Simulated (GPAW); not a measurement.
# BaTiO3: optical spectrum from first principles

Wanted: where BaTiO3 starts to absorb, how strongly, and its refractive index.

Program: GPAW 26.7.0. Level of theory: DFT, PBE, plane-wave PAW (GPAW data sets), scalar-relativistic, RPA, optical limit. Results are calculated unless marked as measured.

## 1. The starting structure

Symmetry: Pm-3m, No. 221, cubic system. Conventional cell: a = 4.006 Å, b = 4.006 Å, c = 4.006 Å, α = 90.00°, β = 90.00°, γ = 90.00°. Nearest to Ba lie 12 O at 2.83 Å. Ti has 6 O at 2.00 Å nearest. O has 2 Ti at 2.00 Å and 4 Ba at 2.83 Å nearest. Farther neighbours and most contacts between anions are not listed.

As a file:

```xyz
5
Lattice="4.0060 0.0000 0.0000 0.0000 4.0060 0.0000 0.0000 0.0000 4.0060" Properties=species:S:1:pos:R:3 pbc="T T T"
Ba    2.0030    2.0030    2.0030
Ti    0.0000    0.0000    0.0000
O     0.0000    0.0000    2.0030
O     0.0000    2.0030    0.0000
O     2.0030    0.0000    0.0000
```

## 2. Dielectric function, RPA

Transitions between filled and empty bands, summed over the zone, give the optical response, so mesh, band count and broadening shape it.

The induced potential is part of this response.

Contents of df.py:

```python
from gpaw.response.df import DielectricFunction

df = DielectricFunction('full.gpw', frequencies={'type': 'nonlinear', 'domega0': 0.03, 'omega2': 8},
                        ecut=50,
                        eta=0.15,
                        nbands=51,
                        txt='df.txt')
for direction in ['x']:
    df.get_dielectric_function(xc='RPA', direction=direction, filename=f'df_{direction}.csv')
```

Started as:

```
> OMP_NUM_THREADS=1 python df.py
```

Numbers of over 12 decimals in the logs are rounded to 6 here.

Log:

```text
Using integrator: PointIntegrator
NonLinearFrequencyDescriptor(from 0.000 to 88.070 eV, 529 points)
Nonperiodic BCs:  [False False False]
Using integrator: PointIntegrator
NonLinearFrequencyDescriptor(from 0.000 to 88.070 eV, 529 points)
Nonperiodic BCs:  [False False False]

Calculating chi0 body with:
    Ground state adapter containing:
    Number of spins: 1
    Number of kpoints: 343
    Number of irreducible kpoints: 20
    Number of completely occupied states: 20
    Number of partially occupied states: 20

    Linear response parametrization:
    q_c: [0.0, 0.0, 0.0]
    Number of frequency points: 529
    Planewave cutoff: 50.0
    Number of bands: 51
    Number of planewaves: 57
    Broadening (eta): 0.15

Integrating chi0 body.

Symmetries of q_c:
    Direct symmetries (Uq -> q): 48
    Indirect symmetries (TUq -> q): 0
In total 48 allowed symmetries.

20 groups of equivalent kpoints. 94.169096% reduction.

Integral kind: spectral function

Calculating chi0 optical extensions with:
    Ground state adapter containing:
    Number of spins: 1
    Number of kpoints: 343
    Number of irreducible kpoints: 20
    Number of completely occupied states: 20
    Number of partially occupied states: 20

    Linear response parametrization:
    Number of frequency points: 529
    Planewave cutoff: 50.0
    Number of bands: 51
    Number of planewaves: 57
    Broadening (eta): 0.15
Integrating chi0 head and wings.

Symmetries of q_c:
    Direct symmetries (Uq -> q): 48
    Indirect symmetries (TUq -> q): 0
In total 48 allowed symmetries.

20 groups of equivalent kpoints. 94.169096% reduction.

Integral kind: spectral function wings
```

The job ended after 7.1 s (1 thread of Intel Xeon Platinum 8559C (Emerald Rapids), shared host; peak memory 0.36 GiB).

Read-outs, printed or worked out from the files:

```
electronic dielectric constant ε∞, mean over x, y and z (by symmetry where fewer were run) : 6.115
```

Some rows of df_x.csv (energy; Re and Im without local fields; Re and Im with them):

```text
0.000000, 6.350966, 0.000000, 6.114931, 0.000000
0.429336, 6.397471, 0.033398, 6.159226, 0.031796
0.878195, 6.557627, 0.077572, 6.311566, 0.073690
1.347938, 6.904689, 0.159994, 6.640613, 0.151288
1.840057, 7.653872, 0.567744, 7.347038, 0.532386
2.356191, 8.252224, 1.481284, 7.908305, 1.369797
2.898142, 8.549902, 3.228903, 8.246030, 2.964691
3.467895, 6.854643, 5.770030, 6.854943, 5.443825
4.067647, 4.799914, 7.850209, 5.169587, 7.632742
4.699832, 1.503141, 4.169209, 1.440847, 4.406340
5.367152, 2.266393, 2.599847, 2.098617, 2.793664
6.072622, 3.640339, 3.178172, 3.429582, 3.307214
6.819608, 4.257442, 3.646388, 4.003414, 3.744336
7.611886, 2.804157, 3.732801, 2.277749, 3.806876
8.453705, 2.834802, 4.159741, 2.233164, 4.033300
9.349861, 1.166621, 4.533465, 0.826398, 4.166417
10.305790, 0.030365, 4.250183, -0.001153, 3.807871
11.327680, -0.264153, 2.413936, -0.333140, 2.312166
12.422601, 0.200384, 1.336610, -0.091277, 1.263065
13.598673, 0.919743, 0.732736, 0.536492, 0.671339
```

Sum at mesh points, not converged in k; values under the direct gap are tails of Lorentzian lines. The Im ε, E ∥ x by photon energy; read off at these points:

```tsv
photon energy (eV)	Im ε, E ∥ x
0.000	0
0.250	0.0181
0.500	0.0375
0.750	0.0601
1.000	0.0886
1.250	0.129
1.500	0.199
1.750	0.382
2.000	0.858
2.250	1.06
2.500	1.67
2.750	2.36
3.000	3.22
3.250	4.51
3.500	5.37
3.750	5.14
4.000	7.33
4.068	7.63
4.250	6.96
4.500	5.98
4.750	3.99
5.000	3.79
5.250	3.48
5.500	2.45
5.750	2.74
6.000	3.28
6.250	3.42
6.500	3.18
6.750	3.45
7.000	4.69
7.097	4.99
7.250	4.41
7.500	4.10
7.750	3.80
7.966	4.70
8.000	4.63
8.250	3.95
8.500	4.22
8.641	4.72
8.750	4.59
9.000	3.94
9.250	4.21
9.500	3.89
9.750	3.53
10.000	3.72
10.250	3.92
10.500	3.46
10.750	2.84
11.000	2.63
11.250	2.46
11.500	2.22
11.750	2.10
12.000	1.85
12.250	1.44
12.500	1.29
12.750	1.19
13.000	0.910
13.250	0.944
13.500	0.684
13.750	0.608
```

Sum at mesh points, not converged in k. Reflectivity at normal incidence, E ∥ x against photon energy; read off at these points:

photon energy (eV), reflectivity at normal incidence, E ∥ x (%) and a bar from the least value:
```
    0.000       18.0 ################
    0.250       18.0 ################
    0.500       18.2 ################
    0.750       18.4 ################
    1.000       18.7 ################
    1.250       19.2 #################
    1.500       19.9 ##################
    1.750       20.9 ###################
    2.000       21.8 ####################
    2.250       22.4 ####################
    2.500       23.5 ######################
    2.750       24.6 #######################
    3.000       25.5 ########################
    3.250       27.3 ##########################
    3.500       26.8 #########################
    3.750       26.6 #########################
    4.000       30.7 #############################
    4.068       31.1 ##############################
    4.250       29.8 #############################
    4.500       28.5 ###########################
    4.750       21.4 ###################
    5.000       19.2 #################
    5.250       18.2 ################
    5.500       13.3 ##########
    5.750       15.1 ############
    6.000       17.5 ###############
    6.250       17.9 ################
    6.500       16.8 ##############
    6.750       18.6 ################
    7.000       22.7 #####################
    7.250       22.0 ####################
    7.500       20.8 ###################
    7.750       19.2 #################
    8.000       23.3 #####################
    8.250       20.5 ##################
    8.500       21.3 ###################
    8.704       24.8 #######################
    8.750       24.8 #######################
    9.000       22.2 ####################
    9.250       23.9 ######################
    9.416       24.7 #######################
    9.500       24.4 #######################
    9.750       22.0 ####################
   10.000       22.7 #####################
   10.250       26.6 #########################
   10.500       28.3 ###########################
   10.750       26.5 #########################
   11.000       25.3 ########################
   11.250       25.3 ########################
   11.500       23.1 #####################
   11.750       23.8 ######################
   12.000       25.4 ########################
   12.250       24.7 #######################
   12.500       17.6 ###############
   12.750       20.2 ##################
   13.000       12.4 #########
   13.250       11.8 #########
   13.500        6.9 ###
   13.750        3.8
```

Sum at mesh points, not converged in k; values under the direct gap are tails of Lorentzian lines. Table of Im ε, E ∥ x by photon energy; read off at these points:

```tsv
photon energy (eV)	without local fields	with local fields
0.00	0	0
0.50	0.0394	0.0375
1.00	0.0934	0.0886
1.50	0.211	0.199
2.00	0.917	0.858
2.50	1.82	1.67
3.00	3.51	3.22
3.43	5.80	5.44
3.50	5.67	5.37
4.00	7.67	7.33
4.07	7.84	7.63
4.50	5.66	5.98
5.00	3.64	3.79
5.50	2.30	2.45
6.00	3.15	3.28
6.50	3.04	3.18
7.00	4.53	4.69
7.10	4.77	4.99
7.50	3.96	4.10
8.00	4.71	4.63
8.50	4.40	4.22
8.64	5.01	4.72
9.00	4.18	3.94
9.50	4.22	3.89
10.00	4.13	3.72
10.50	3.69	3.46
11.00	2.79	2.63
11.50	2.31	2.22
12.00	1.84	1.85
12.50	1.38	1.29
13.00	0.975	0.910
13.50	0.746	0.684
```

The loss function −Im 1/ε at q → 0, E ∥ x has structure finer than the step of the table below, so its rows give means over 0.5 eV, whole bins alone (the curve runs from 0 to 14.0 eV). Peaks (eV: height): 13.43: 1.14.

Sum at mesh points, not converged in k; values under the direct gap are tails of Lorentzian lines. Loss function −Im 1/ε at q → 0, E ∥ x against energy loss; means over each step:

energy loss (eV), loss function −Im 1/ε at q → 0, E ∥ x and a bar:
```
      0.5       0.00 
      1.0       0.00 
      1.5       0.00 
      2.0       0.01 
      2.5       0.03 #
      3.0       0.04 #
      3.5       0.07 ##
      4.0       0.09 ###
      4.5       0.16 #####
      5.0       0.20 ######
      5.5       0.19 ######
      6.0       0.14 ####
      6.5       0.15 ####
      7.0       0.14 ####
      7.5       0.18 ######
      8.0       0.18 ######
      8.5       0.19 ######
      9.0       0.22 #######
      9.5       0.25 ########
     10.0       0.26 ########
     10.5       0.29 #########
     11.0       0.37 ###########
     11.5       0.44 #############
     12.0       0.53 ################
     12.5       0.75 #######################
     13.0       0.98 ##############################
     13.5       0.99 ##############################
```

From ε follow the optical constants at some laser and lamp lines:

```tsv
wavelength (nm)	n	k	R (%)	1/α
1550	2.51	0.013	18.4	9.5 µm
1064	2.55	0.022	19.0	3.8 µm
800	2.62	0.042	20.1	1.5 µm
633	2.73	0.142	21.7	355 nm
532	2.82	0.228	22.9	186 nm
450	2.90	0.410	24.6	87 nm
193	1.97	0.854	17.5	18 nm
```

Below the direct gap, k and the depth come from the tails of the Lorentzian lines, not from transitions.

Rows near the edge hang on the gap, which this functional as a rule makes too small, and phonon-assisted absorption is left out.

## 3. Summary of results

```json
{
 "electronic dielectric constant ε∞, mean over x, y and z (by symmetry where fewer were run) (RPA)": "6.11"
}
```

**Reading.** At this level (PBE, RPA) BaTiO3 has ε∞ = 6.11 and n = 2.51 at 1550 nm. Local fields change the static value along x from 6.35 to 6.11 (-4 %). Excitons and phonon-assisted transitions are missing; PBE gaps are as a rule too small, which pulls the onset down and ε∞ up. Spin-orbit coupling is left out although heavy atoms are present. In this version of GPAW the matrix elements of the optical limit are incomplete, which can lower ε − 1 by up to a tenth where first-row anions or d states rule, and shift it by more in d metals. The sum runs over mesh points 0.22 Å⁻¹ apart with no interpolation, so peaks are partly noise of the mesh and static values carry its error.

[Machine, clock and banner lines and Python warnings are left out of the logs.]

[Logs are printed without paths, hosts, clocks, repeated set-up lines and the standing remarks that a program may print on its own settings, such as how far it seeks lower states.]

[Hosts, paths, dates, database ids (printed as entryN), source tags and the programs' standing remarks are cut or masked in the printed files.]
